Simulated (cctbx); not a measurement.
**TmV across an absorption edge**

Space group Fm-3m (no. 225), a = 5.5160 Å, b = 5.5160 Å, c = 5.5160 Å, α = 90.00°, β = 90.00°, γ = 90.00°.

```
atom  mult.    x  y  z  Ueq (Å²)
 Tm1      4  1/2  0  0    0.0042
  V1      4    0  0  0    0.0074
```

The model is made up (kin elements in a known structure type, no relaxation), so it says nothing on whether the phase exists.

Calculated with cctbx: free-atom f′ and f″ from the Sasaki tables, no fine structure; amplitudes in electrons.

| E (eV) | F 4 4 0 | F 3 1 3 | F 0 0 2 | F 4 2 2 |
| --- | --- | --- | --- | --- |
| 8048 | 146.1 | 97.5 | 272.0 | 166.9 |
| 8398 | 139.3 | 90.0 | 264.8 | 160.0 |
| 8528 | 133.5 | 83.9 | 258.5 | 154.1 |
| 8588 | 128.4 | 78.5 | 253.0 | 148.9 |
| 8618 | 123.1 | 73.0 | 247.3 | 143.5 |
| 8633 | 117.9 | 67.5 | 241.6 | 138.1 |
| 8640 | 113.2 | 62.6 | 236.5 | 133.3 |
| 8644 | 108.3 | 57.4 | 231.1 | 128.3 |
| 8652 | 113.5 | 64.0 | 232.9 | 132.6 |
| 8656 | 119.2 | 69.6 | 239.4 | 138.6 |
| 8663 | 124.2 | 74.4 | 245.0 | 143.7 |
| 8678 | 129.5 | 79.7 | 251.1 | 149.2 |
| 8708 | 134.7 | 84.9 | 257.0 | 154.6 |
| 8798 | 140.9 | 91.2 | 264.2 | 161.1 |
| 9048 | 146.4 | 96.7 | 270.6 | 166.9 |

**Question.** Which edge is crossed, and why do the reflections move as they do?

The L3 edge of Tm. The edge is at 8648 eV. f′ of Tm falls from -12.0 e at 8528 eV to -19.0 e at 4 eV below it, and f″ steps from 3.73 to 10.55 e across it. Over that approach |F| changes by -19 % (4 4 0), -32 % (3 1 3), -11 % (0 0 2) and -17 % (4 2 2): a reflection falls where Tm scatters in phase with the total and rises where it scatters against it; it hardly moves where the Tm term is small or cancels by symmetry. Above the edge the larger f″ enters the imaginary part, where it can add to or cancel the other atoms' f″. The structure is centrosymmetric, so Friedel mates stay equal.

[Logs are printed without paths, hosts, clocks, repeated set-up lines and the standing remarks that a program may print on its own settings, such as how far it seeks lower states.]
